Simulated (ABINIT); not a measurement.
# SrTiO3 (Tausonite): G0W0 with ABINIT, start to end, part 3 of 3

Aim: the G0W0 gap of SrTiO3 (Tausonite) on LDA, step by step.

ABINIT 10.8.3; LDA and many-body steps on it, plane waves. Known limits of the many-body steps: not at the basis limit; no spin-orbit coupling; coarse k mesh.

So far. Step 4 (Empty states on the mesh, 4×4×4 mesh, 155 bands): On this mesh the gap is 1.808 eV. Step 5 (Screening, 4×4×4 mesh, 147 bands, screening to 130.6 eV): Local fields lower ε∞ by 5 %. On a Γ-centred mesh this coarse the value itself is usually too large, while a short band sum pulls it down.

**6. Self-energy, 4×4×4 mesh, 147 bands, screening to 130.6 eV**

The self-energy is evaluated for the states that the input lists, and the levels follow from it, in one-shot runs by the linearised quasiparticle equation.

This step: G0W0 on LDA, plane waves, norm-conserving pseudopotentials.

Input file run.abi:

```
acell 3*1.0 Angstrom
rprim 
  3.905280000000 0.000000000000 0.000000000000
  0.000000000000 3.905280000000 0.000000000000
  0.000000000000 0.000000000000 3.905280000000
ntypat 3
znucl 38 22 8
natom 5
typat 1 2 3 3 3
xred 
  0.500000000000 0.500000000000 0.500000000000
  0.000000000000 0.000000000000 0.000000000000
  0.500000000000 0.000000000000 0.000000000000
  0.000000000000 0.500000000000 0.000000000000
  0.000000000000 0.000000000000 0.500000000000
pp_dirpath "pseudos"
pseudos "Sr.upf, Ti.upf, O.upf"
ecut 38
ngkpt 4 4 4
nshiftk 1
shiftk 0 0 0
kptopt 1
chksymbreak 0
istwfk *1
occopt 1
irdwfk 1
optdriver 4
nband 147
gwcalctyp 0
ecutsigx 38
symsigma 1
nkptgw 10
kptgw 
  0.0000000000 0.0000000000 0.0000000000
  0.2500000000 0.0000000000 0.0000000000
  0.5000000000 0.0000000000 0.0000000000
  0.2500000000 0.2500000000 0.0000000000
  0.5000000000 0.2500000000 0.0000000000
  0.5000000000 0.5000000000 0.0000000000
  0.2500000000 0.2500000000 0.2500000000
  0.5000000000 0.2500000000 0.2500000000
  0.5000000000 0.5000000000 0.2500000000
  0.5000000000 0.5000000000 0.5000000000
bdgw 
  12 31
  12 31
  12 31
  12 31
  12 31
  12 31
  12 31
  12 31
  12 31
  12 31
ecuteps 4.8
irdscr 1
ppmodel 1
indata_prefix "in"
outdata_prefix "out"
tmpdata_prefix "tmp"
```

Launch:

```sh
OMP_NUM_THREADS=1 mpirun -n 4 abinit run.abi > log
```

Numbers of over 12 decimals in the logs are rounded to 6 here.

Log:

```text
.Version 10.8.3 of ABINIT. v10.8.2 released Aug 2026.

 Symmetries : space group Pm -3 m (#221); Bravais cP (primitive cubic)
[... echo of the input left out ...]
== DATASET  1 ==================================================================
-   mpi_nproc: 4, omp_nthreads: 1 (-1 if OMP is not activated)

--- !DatasetInfo
iteration_state: {dtset: 1, }
dimensions: {natom: 5, nkpt: 10, mband: 147, nsppol: 1, nspinor: 1, nspden: 1, mpw: 4632, }
cutoff_energies: {ecut:  38.0, pawecutdg:  -1.0, }
electrons: {nelect:   4.00000000E+01, charge:   0.00000000E+00, occopt:   1.00000000E+00, tsmear:   1.00000000E-02, }

 SIGMA: Calculation of the GW corrections

 Based on a program developped by R.W. Godby, V. Olevano, G. Onida, and L. Reining.
 Incorporated in ABINIT by V. Olevano, G.-M. Rignanese, and M. Torrent.
.Using double precision arithmetic ; gwpc =  8

[... cell and pseudopotentials left out ...]
--------------------------------------------------------------------------------

 ==== K-mesh for the wavefunctions ====
 Number of points in the irreducible wedge :    10
[... list of points left out ...]
 Together with 48 symmetry operations and time-reversal symmetry
 yields    64 points in the full Brillouin Zone.

 ==== Q-mesh for screening function ====
 Number of points in the irreducible wedge :    10
[... list of points left out ...]
 Together with 48 symmetry operations and time-reversal symmetry
 yields    64 points in the full Brillouin Zone.

 vcoul_init : cutoff-mode = AUXILIARY_FUNCTION
 q-points for optical limit:   1
     1)      0.000010    0.000020    0.000030
 setmesh: FFT mesh size selected  =    45x   45x   45
          total number of points  =        91125

 Number of electrons calculated from density =   40.0000; Expected =   40.0000
 average of density, n =  0.099519
 r_s =    1.3387
 omega_plasma =   30.4305 [eV]

 === KS Band Gaps ===
  >>>> For spin  1
   Minimum direct gap =   2.1661 [eV], located at k-point      :   0.0000  0.0000  0.0000
   Fundamental gap    =   1.8082 [eV], Top of valence bands at :   0.5000  0.5000  0.5000
                                       Bottom of conduction at :   0.0000  0.0000  0.0000
 SIGMA fundamental parameters:
 PLASMON POLE MODEL  1
 number of plane-waves for SigmaX                 4457
 number of plane-waves for SigmaC and W            203
 number of plane-waves for wavefunctions          4457
 number of bands                                   147
 number of independent spin polarizations            1
 number of spinorial components                      1
 number of k-points in IBZ                          10
 number of q-points in IBZ                          10
 number of symmetry operations                      48
 number of k-points in BZ                           64
 number of q-points in BZ                           64
 number of frequencies for dSigma/dE                 9
 frequency step for dSigma/dE [eV]                0.25
 number of omega for Sigma on real axis              0
 max omega for Sigma on real axis  [eV]           0.00
 zcut for avoiding poles [eV]                     0.10

 EPSILON^-1 parameters (SCR file):
 dimension of the eps^-1 matrix on file            203
 dimension of the eps^-1 matrix used               203
 number of plane-waves for wavefunctions          4457
 number of bands                                   147
 number of q-points in IBZ                          10
 number of frequencies                               2
 number of real frequencies                          1
 number of imag frequencies                          1

 matrix elements of self-energy operator (all in [eV])

 Perturbative Calculation

--- !SelfEnergy_ee
iteration_state: {dtset: 1, }
kpoint     : [   0.000,    0.000,    0.000, ]
spin       : 1
KS_gap     :    2.166
QP_gap     :    3.937
Delta_QP_KS:    1.771
data: !SigmaeeData |
     Band     E0 <VxcDFT>   SigX SigC(E0)      Z dSigC/dE  Sig(E)    E-E0       E
       12   3.720 -18.346 -24.130   5.089   0.765  -0.307 -18.878  -0.532   3.189
       13   3.720 -18.346 -24.130   5.089   0.765  -0.307 -18.878  -0.532   3.189
       14   3.720 -18.346 -24.130   5.089   0.765  -0.307 -18.878  -0.532   3.189
       15   5.372 -18.798 -24.066   4.826   0.766  -0.305 -19.137  -0.339   5.033
       16   5.372 -18.798 -24.066   4.826   0.766  -0.305 -19.137  -0.339   5.033
       17   5.372 -18.798 -24.066   4.826   0.766  -0.305 -19.137  -0.339   5.033
       18   6.198 -20.303 -25.287   4.679   0.773  -0.293 -20.539  -0.236   5.963
       19   6.198 -20.303 -25.287   4.679   0.773  -0.293 -20.539  -0.236   5.963
       20   6.198 -20.303 -25.287   4.679   0.773  -0.293 -20.539  -0.236   5.963
       21   8.364 -18.858 -11.412  -5.489   0.784  -0.275 -17.323   1.535   9.900
[...]
--- !SelfEnergy_ee
iteration_state: {dtset: 1, }
kpoint     : [   0.250,    0.000,    0.000, ]
spin       : 1
KS_gap     :    2.496
QP_gap     :    4.303
Delta_QP_KS:    1.806
data: !SigmaeeData |
     Band     E0 <VxcDFT>   SigX SigC(E0)      Z dSigC/dE  Sig(E)    E-E0       E
[...]
--- !SelfEnergy_ee
iteration_state: {dtset: 1, }
kpoint     : [   0.500,    0.000,    0.000, ]
spin       : 1
KS_gap     :    2.721
QP_gap     :    4.577
Delta_QP_KS:    1.856
data: !SigmaeeData |
     Band     E0 <VxcDFT>   SigX SigC(E0)      Z dSigC/dE  Sig(E)    E-E0       E
[...]
--- !SelfEnergy_ee
iteration_state: {dtset: 1, }
kpoint     : [   0.250,    0.250,    0.000, ]
spin       : 1
KS_gap     :    3.601
QP_gap     :    5.448
Delta_QP_KS:    1.847
data: !SigmaeeData |
     Band     E0 <VxcDFT>   SigX SigC(E0)      Z dSigC/dE  Sig(E)    E-E0       E
[...]
--- !SelfEnergy_ee
iteration_state: {dtset: 1, }
kpoint     : [   0.500,    0.250,    0.000, ]
spin       : 1
KS_gap     :    3.619
QP_gap     :    5.476
Delta_QP_KS:    1.857
data: !SigmaeeData |
     Band     E0 <VxcDFT>   SigX SigC(E0)      Z dSigC/dE  Sig(E)    E-E0       E
[...]
--- !SelfEnergy_ee
iteration_state: {dtset: 1, }
kpoint     : [   0.500,    0.500,    0.000, ]
spin       : 1
KS_gap     :    3.893
QP_gap     :    5.771
Delta_QP_KS:    1.878
data: !SigmaeeData |
     Band     E0 <VxcDFT>   SigX SigC(E0)      Z dSigC/dE  Sig(E)    E-E0       E
[...]
--- !SelfEnergy_ee
iteration_state: {dtset: 1, }
kpoint     : [   0.250,    0.250,    0.250, ]
spin       : 1
KS_gap     :    3.968
QP_gap     :    5.863
Delta_QP_KS:    1.895
data: !SigmaeeData |
     Band     E0 <VxcDFT>   SigX SigC(E0)      Z dSigC/dE  Sig(E)    E-E0       E
[...]
--- !SelfEnergy_ee
iteration_state: {dtset: 1, }
kpoint     : [   0.500,    0.250,    0.250, ]
spin       : 1
KS_gap     :    4.009
QP_gap     :    5.883
Delta_QP_KS:    1.874
data: !SigmaeeData |
     Band     E0 <VxcDFT>   SigX SigC(E0)      Z dSigC/dE  Sig(E)    E-E0       E
[...]
--- !SelfEnergy_ee
iteration_state: {dtset: 1, }
kpoint     : [   0.500,    0.500,    0.250, ]
spin       : 1
KS_gap     :    4.134
QP_gap     :    6.017
Delta_QP_KS:    1.883
data: !SigmaeeData |
     Band     E0 <VxcDFT>   SigX SigC(E0)      Z dSigC/dE  Sig(E)    E-E0       E
[...]
--- !SelfEnergy_ee
iteration_state: {dtset: 1, }
kpoint     : [   0.500,    0.500,    0.500, ]
spin       : 1
KS_gap     :    4.491
QP_gap     :    6.411
Delta_QP_KS:    1.921
data: !SigmaeeData |
     Band     E0 <VxcDFT>   SigX SigC(E0)      Z dSigC/dE  Sig(E)    E-E0       E
[...]
27  15.012 -24.108 -15.241  -6.441   0.695  -0.439 -22.422   1.686  16.698
       28  15.012 -24.108 -15.241  -6.441   0.695  -0.439 -22.422   1.686  16.698
       29  16.285 -13.125  -6.350  -4.805   0.859  -0.164 -11.432   1.693  17.977
       30  16.285 -13.125  -6.350  -4.805   0.859  -0.164 -11.432   1.693  17.977
       31  16.460 -10.509  -4.421  -4.857   0.845  -0.184  -9.469   1.040  17.500

 New Fermi energy :        2.982204E-01 Ha ,    8.114991E+00 eV

 === QP Band Gaps ===
  >>>> For spin  1
   Minimum direct gap =   3.9370 [eV], located at k-point      :   0.0000  0.0000  0.0000
   Fundamental gap    =   3.5691 [eV], Top of valence bands at :   0.5000  0.5000  0.5000
                                       Bottom of conduction at :   0.0000  0.0000  0.0000

== END DATASET(S) ==============================================================
================================================================================

 -outvars: echo values of variables after computation  --------
           etotal      0.0000000000E+00
            nband         147
             nkpt          10
          spgroup         221
 [... the other variables as echoed above ...]

 Calculation completed.
```

Run time: 6.3 min. Hardware: 4 MPI ranks of Arm Neoverse V1, shared host; peak memory 2 GiB.

This step gave:

- G0W0 gap on the mesh: 3.570 eV
- starting gap on the mesh: 1.808 eV
- k of the valence top: 0.5, 0.5, 0.5
- k of the conduction bottom: 0, 0, 0
- Z at the valence top: 0.768
- Z at the conduction bottom: 0.784
- least direct G0W0 gap on the computed points: 3.937 eV

The gap on the mesh goes from 1.81 eV to 3.57 eV, a correction of +1.76 eV.

Limits: finite bands, cutoff and mesh; no spin-orbit coupling; coarse k mesh. v1 is the top filled band, c1 the lowest empty one. The levels before and after the correction (eV, zero at the valence-band top of each column):

|  | conduction bottom | valence top |
| --- | --- | --- |
| Kohn-Sham | 1.81 | 0.00 |
| G0W0 | 3.57 | 0.00 |

|  | level | energy (eV) |
| --- | --- | --- |
| Kohn-Sham | Γ v3-v1 | -0.358 |
| Kohn-Sham | Γ c1-c3 | 1.808 |
| Kohn-Sham | (0.5 0.5 0.5) v3-v1 | 0.000 |
| Kohn-Sham | (0.5 0.5 0.5) c1-c3 | 4.491 |
| G0W0 | Γ v3-v1 | -0.367 |
| G0W0 | Γ c1-c3 | 3.570 |
| G0W0 | (0.5 0.5 0.5) v3-v1 | 0.000 |
| G0W0 | (0.5 0.5 0.5) c1-c3 | 6.412 |

**7. Where the time went**

Times are wall times on 4 MPI ranks of Arm Neoverse V1, shared host, good to a factor of about two.

| step | time | share | memory (GiB) |
| --- | --- | --- | --- |
| ground state | 38 s | 5 % | 0.34 |
| bands along the symmetry lines | 40 s | 5 % | 0.37 |
| empty states on the mesh | 3.4 min | 27 % | 4.6 |
| screening | 89 s | 12 % | 1.2 |
| self-energy | 6.3 min | 51 % | 2.0 |

**8. Outcome**

* LDA gap: 1.81 eV, indirect
* G0W0 gap on the mesh: 3.57 eV
* GW settings: 4×4×4 mesh, 147 bands, screening to 130.6 eV, Godby-Needs plasmon pole
* known limits: not at the basis limit; no spin-orbit coupling; coarse k mesh

G0W0 moves the gap on the mesh from 1.81 eV to 3.57 eV (+1.76 eV), with Z of 0.77 and 0.78 at the edges. Local fields lower the RPA ε∞ on this mesh from 7.04 to 6.68; a Γ-centred mesh this coarse tends to raise both, most where the direct gap is narrow, while a short band sum lowers them. The dearest step here is «self-energy». Against experiment, by G0W0@LDA: the direct gap of 3.94 eV lies +0.17 eV from the measured 3.77 eV (direct, 300 K, 2013). An exciton line or allowed optical edge lies below the quasiparticle gap by the binding energy; a forbidden edge can push the onset above it. The calculation has static nuclei and no excitons; a measured gap holds zero-point and thermal motion, which mostly lowers it. Bands and cutoff are finite, so the gap is not at the basis limit. The miss can reach some tenths of an eV and take either sign; the mesh is an error of its own. The 4×4×4 mesh is coarse for this cell, which bears on the long-range parts of exchange and screening. This is the ideal cubic cell; many perovskites, halides above all, are cubic only on average, and local tilts or off-centring can widen the gap. The many-body steps are scalar-relativistic: spin-orbit coupling is not in them.

[Paths, hosts, dates, memory and timing lines, banners, echoed tables and standing remarks are left out of the program output.]

[Logs are printed without paths, hosts, clocks, repeated set-up lines and the standing remarks that a program may print on its own settings, such as how far it seeks lower states.]

[Runs of the session that timed out or met a known fault of the program may be left out.]

[Hosts, paths, dates, database ids (printed as entryN), source tags and the programs' standing remarks are cut or masked in the printed files.]

[G0W0 gaps are taken among the corrected bands and points alone; a level outside them can change the order at an edge.]

[Where Ansatz stands beside ABINIT at settings called matched, ABINIT's density can come from a denser mesh and the files from another edition; pairs whose starting gaps differed by over 0.03 eV were left out, so agreement reads better than it is.]
